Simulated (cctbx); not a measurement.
# Reading a Patterson map

Space group P6_3/mmc (no. 194), a = 7.9010 Å, b = 7.9010 Å, c = 18.6370 Å, α = 90.00°, β = 90.00°, γ = 120.00°, content Ir4 I18 K6.

The data are simulated with cctbx, not measured: synchrotron X-rays, λ = 0.4959 Å, to d = 0.75 Å, 95 % of the full sphere, strongest reflection 20000 counts, noise from counting, a 4 % proportional error and a noise floor of 4 counts (s.d.); no absorption, some extinction.

Patterson synthesis, origin scaled to 1000:

```text
Patterson group P 6/m m m
      u       v       w   height  length (A)
  0.000   0.000   0.000   1000.0     0.00
  0.000   0.500   0.000    438.8     3.95
  0.333   0.667   0.500    363.8    10.38
  0.333   0.667   0.349    260.6     7.94
  0.000   0.500   0.275    215.6     6.47
  0.000   0.500   0.418    206.4     8.74
  0.165   0.331   0.077    197.5     2.68
  0.333   0.667   0.156    184.5     5.41
  0.000   0.000   0.309    180.3     5.75
  0.000   0.000   0.500    178.5     9.32
  0.000   0.000   0.146    167.7     2.72
  0.166   0.331   0.160    149.2     3.74
  0.000   0.500   0.500    138.6    10.12
  0.163   0.326   0.345    136.9     6.81
```

**Question.** Which atom pairs make the peaks, and where is the heaviest atom?

A peak at u stands for all pairs with xi − xj = u, with weight Σ ZiZj against Σ Z² = 76444 at the origin. Peak heights follow these weights only roughly, since form factors, motion and series ripples differ, all vectors within 0.55 Å of a peak are counted as merged into it though the farther ones add only part of their weight, and F(000) is left out, which lowers the whole map:

| u | v | w | shortest length (Å) | height | 1000 ΣZiZj/ΣZ² | pairs in the cell |
| --- | --- | --- | --- | --- | --- | --- |
| 0.000 | 0.500 | 0.000 | 3.95 | 439 | 599 | 12 × I–I, 12 × I–K |
| 0.333 | 0.667 | 0.500 | 10.37 | 364 | 385 | 6 × I–I, 2 × Ir–Ir, 2 × K–K |
| 0.333 | 0.667 | 0.349 | 7.94 | 261 | 307 | 6 × I–I, 1 × Ir–Ir, 2 × K–K |
| 0.000 | 0.500 | 0.275 | 6.47 | 216 | 214 | 4 × Ir–I |
| 0.000 | 0.500 | 0.418 | 8.73 | 206 | 214 | 4 × Ir–I |
| 0.165 | 0.331 | 0.077 | 2.68 | 198 | 214 | 4 × Ir–I |
| 0.333 | 0.667 | 0.156 | 5.41 | 184 | 235 | 6 × I–I, 3 × K–K |
| 0.000 | 0.000 | 0.309 | 5.76 | 180 | 220 | 6 × I–I |
| 0.000 | 0.000 | 0.500 | 9.32 | 178 | 230 | 6 × I–I, 2 × K–K |
| 0.000 | 0.000 | 0.146 | 2.72 | 168 | 155 | 2 × Ir–Ir |

The table stops at ten peaks or at a height of 45, below which ripples compete. In the model behind the data Ir, the heaviest element, has 1 independent site: (2/3, 1/3, 0.1771), up to an allowed shift of origin; the Ir–Ir vectors are differences of these positions and their symmetry mates. The whole model:

| atom | mult. | x | y | z | Ueq (Å²) |
| --- | --- | --- | --- | --- | --- |
| Ir1 | 4 | 2/3 | 1/3 | 0.1771 | 0.0042 |
| I1 | 12 | 0.1708 | 0.3416 | 0.9045 | 0.0042 |
| I2 | 6 | 0.9945 | 0.4973 | 3/4 | 0.0042 |
| K1 | 2 | 0 | 0 | 3/4 | 0.0061 |
| K2 | 4 | 2/3 | 1/3 | 0.9305 | 0.0061 |

The model was made for the exercise: a known structure type with other elements put in, its volume estimated, not relaxed; displacement parameters are assumed.

[Logs are printed without paths, hosts, clocks, repeated set-up lines and the standing remarks that a program may print on its own settings, such as how far it seeks lower states.]
